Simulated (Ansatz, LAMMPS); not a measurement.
# Relaxing glassy 67P2O5-33Li2O (mol %) (68 atoms), part 2 of 2

Wanted: the relaxed structure of glassy 67P2O5-33Li2O (mol %) (68 atoms) and its electronic structure.

Ansatz 0.2.0; Kohn-Sham DFT, PBE, PAW (set soft_2), plane waves.

The cell: 16 P, 8 Li and 44 O. The quench rate of 20 K/ps is many orders above laboratory rates. The network of bonds at the start is that of the classical potential that made the cell. The Brillouin zone is sampled at Γ only, in a cell whose shortest periodic width is 10 Å.

So far, density (g/cm³): step 5 (structure statistics after relaxation) 2.11.

## (6) Single point at the relaxed geometry (continued)

Electrostatic potential energy in the ac plane at fractional y = 0.764, with atoms of P and Li and O within 0.2 Å of it. With pseudopotentials it is smooth inside the atoms' cores, unlike the true potential.

Values in eV, 13 rows by 16 columns, each cell a mean:
```
  8   8   6   5   6   7   6   5   4  -2 -15 -36  -8   9   8   8
  8   7   3  -2   4   6   7   6   4 -15 -40 -27   3   7   8   8
  7   6  -9 -37  -3   7   8   7   5  -7 -34 -26   0   4   5   6
  2   7   0 -24   0   8   8   8   8   4  -3 -33 -23  -3 -14 -29
 -1   7   8   7   8   9   9   9   9   8   6 -17 -19  -5 -13 -32
  5   7   8   8   9   9   9   9   8   9   9   7   5   3   3   3
  7   8   8   9   9   9   9   9   5   7   8   9   8   7   7   7
  8   8   8   8   9   8   7   6   5   3   5   8   9   8   7   8
  4   7   5   6   2  -7   0  -1  -1   0   4   8   8   7   6   0
 -4   3 -15  -4 -11 -35 -11 -14 -35 -15   6   9   8   5   4  -8
  7   4 -19 -10   4  -3   0  -4 -18  -7   8   9   8   6   5   7
  9   8   4   5   8   8   6   5   6   8   9   8   9   8   7   8
  9   9   7   7   8   7   6   5   6   6   2 -23   0   9   8   8
```
Columns run along a (11.9 Å; values clipped at the 3rd and 97th percentile), rows up along c (9.1 Å). Atoms in or near the plane, at fractional coordinates: P at (0.66, 0.85), Li at (0.17, 0.21), O at (0.54, 0.23), O at (0.95, 0.68), O at (0.74, 0.69), O at (0.21, 0.77), O at (0.72, 0.98).

Valence density in the ac plane at fractional y = 0.764, with atoms of P and Li and O within 0.2 Å of it. It is the smooth field of the valence electrons, not physical close to the nuclei.

Ten steps, logarithmic in the rise over the least value, from '0' (0.0 e/Å³) to '9' (6.8 e/Å³), each cell a mean:
```
000112221100000000123579974100000
000012221111111001234578863100000
000123433212211012344456542100000
000135665312211012344334431000000
100147997421110001234445532112222
310137998520000000123467764224565
521125787410000000011368986445898
631012454210000000001258996446899
631001111100000001100136875435788
420000000000000122210013443223455
110000000000000134431001111111222
000000000000000245542100000111111
000000000000000134442100000010000
100000000000000123332111000000111
210000001222211122332222110001123
431000012455432334432222211001345
642101114688644457653222221002367
753147524799754579974211111001357
542279843688654579984211100001245
221158731345433357763100000000122
100113311122221223432111000000001
000122210000000111111123210000000
000123321000000000001356641000000
000123321000000000012479963100000
```
Columns run along a (11.9 Å), rows up along c (9.1 Å). Atoms in or near the plane, at fractional coordinates: P at (0.66, 0.85), Li at (0.17, 0.21), O at (0.54, 0.23), O at (0.95, 0.68), O at (0.74, 0.69), O at (0.21, 0.77), O at (0.72, 0.98).

Mean Löwdin charges: Li +0.78, O -0.78, P +2.16 e (they miss 1.7 % of the electrons, so they add up to more than the cell's charge).

The surroundings of O37, which has 3 bonded neighbours where the commonest count for O is 2, nearest first, numbered as they follow in the input and with coordinates relative to it.

| atom | x | y | z | distance (Å) | bonds | Löwdin charge (e) |
| --- | --- | --- | --- | --- | --- | --- |
| O37 | 0.00 | 0.00 | 0.00 | 0.00 | 3 | -0.93 |
| P5 | -0.35 | 0.47 | -1.41 | 1.53 | 4 | 2.09 |
| Li17 | 1.80 | -0.81 | 0.06 | 1.97 | 4 | 0.76 |
| Li19 | -0.27 | 0.35 | 1.94 | 1.99 | 3 | 0.78 |
| O64 | -1.37 | 1.81 | -1.08 | 2.52 | 2 | -0.75 |
| O60 | -1.20 | -0.49 | -2.25 | 2.59 | 3 | -0.97 |
| O32 | 0.78 | 0.97 | -2.29 | 2.61 | 2 | -0.90 |
| O53 | 0.65 | 2.01 | 2.30 | 3.12 | 2 | -0.82 |
| O28 | 1.68 | -2.29 | 1.36 | 3.15 | 2 | -0.79 |
| O68 | -0.38 | -3.18 | 0.17 | 3.21 | 2 | -0.70 |
| O52 | 3.16 | 0.52 | 0.33 | 3.22 | 2 | -0.83 |

The column of bonds counts only the pairs O-P within 2.11 Å, O-Li within 2.33 Å; other neighbours, such as metal atoms beside each other in a compound, aren't counted, and periodic images can show an atom twice.

## (7) Other settings

Changed here: basis.ecutwfc = "22.0 Ry", scf.occupations.method = "cold" and scf.occupations.width = 0.15.

File input.yaml:

```yaml
crystal:
  lattice:
    - [9.54148, 0.0, 0.0]
    - [0.0, 9.54148, 0.0]
    - [0.0, 0.0, 9.54148]
  atoms:
    [... the 68 atom lines of step 3 ...]
kpoints:
  mp_grid: { grid: [1, 1, 1] }
hamiltonian:
  xc: pbe
scf:
  occupations: { method: cold, width: 0.15 }
output:
  forces: true
  stress: true
  populations: true
  dos:
    method: { smearing: { sigma: 0.1 } }
    de: 0.1
    projected: { site_lists: { Li: [Li], O: [O], P: [P] } }
  eigenvalues: true
basis:
  ecutwfc: "22.0 Ry"
```

Run with:

```
$ ansatz run input.yaml --threads 4 --pin off --max-ram 8192MiB --backend cpu --events-out ev --progress --plain --runs-dir out
```

Wall time 5 s (4 threads of Arm Neoverse V2, shared host); peak memory 0.68 GiB; 18 s of CPU time.

The program notes that the cutoff lies under the one recommended for these potentials.

Forces differ from those of the single point at the start by 49 meV/Å r.m.s., 3.0 % of their size; the energy by +299 meV/atom, the pressure by +0.46 GPa and the gap by -0.029 eV. It took 0.66 times the reference's time (shared host, so rough).

## (8) Summary of results

```yaml
energy_change_in_the_relaxation: -177.5 meV/atom
r_m_s_displacement: 1.341 Å
largest_displacement: 3.48 Å
free_energy_per_atom: -569.5236 eV/atom
pressure: 0.008783 GPa
r_m_s_force_component: 0.00906 eV/Å
spacing_of_highest_filled_and_lowest_empty_level: 3.247 eV
wall_time_of_the_4_dft_runs: 12 min
```

Relaxation lowers the energy by 177 meV/atom and moves atoms by 1.3 Å r.m.s.; the r.m.s. force component goes from 1.6 to 0.0091 eV/Å, the pressure goes from 2.7 to 0.0088 GPa, and the gap from 1.16 to 3.25 eV. Displacements are taken in the final cell, so they leave out its strain. By the final cutoffs 12 of 89 bonded pairs parted and 13 joined. The cell grew by 13.5 % in volume. First to last step the energy falls by 12.069 eV, across changes of basis; the largest move, 3.48 Å, is that of Li22. The O-Li bonds change most in mean length: from 2.061 Å (spread 0.113) to 1.952 Å (spread 0.074), and their number from 25 to 26. Counting bonds as in the table, 75 % of Li atoms have 3, 82 % of O atoms have 2 and all P atoms have 4 bonded neighbours. 46 % of the oxygens bridge two formers (P) and 54 % are non-bridging. Between filled and empty levels lie 3.25 eV (at Γ alone); a semilocal functional tends to put such gaps too low. In a disordered cell it changes from sample to sample, and tail or defect levels can set it.

What to keep in mind: The starting topology of bonds comes from the classical model; in DFT 12 of its 89 bonded pairs passed out of the cutoffs and 13 came within them. The cell edges changed by +24, -3 and -5 % with the Γ point alone; in so small a cell a change of shape can follow the discrete levels, so shape, energy gain and any gap at the end may be artefacts of the sampling.

[Logs are printed without paths, hosts, clocks, repeated set-up lines and the standing remarks that a program may print on its own settings, such as how far it seeks lower states.]

[Hosts, paths, dates, database ids (printed as entryN), source tags and the programs' standing remarks are cut or masked in the printed files.]
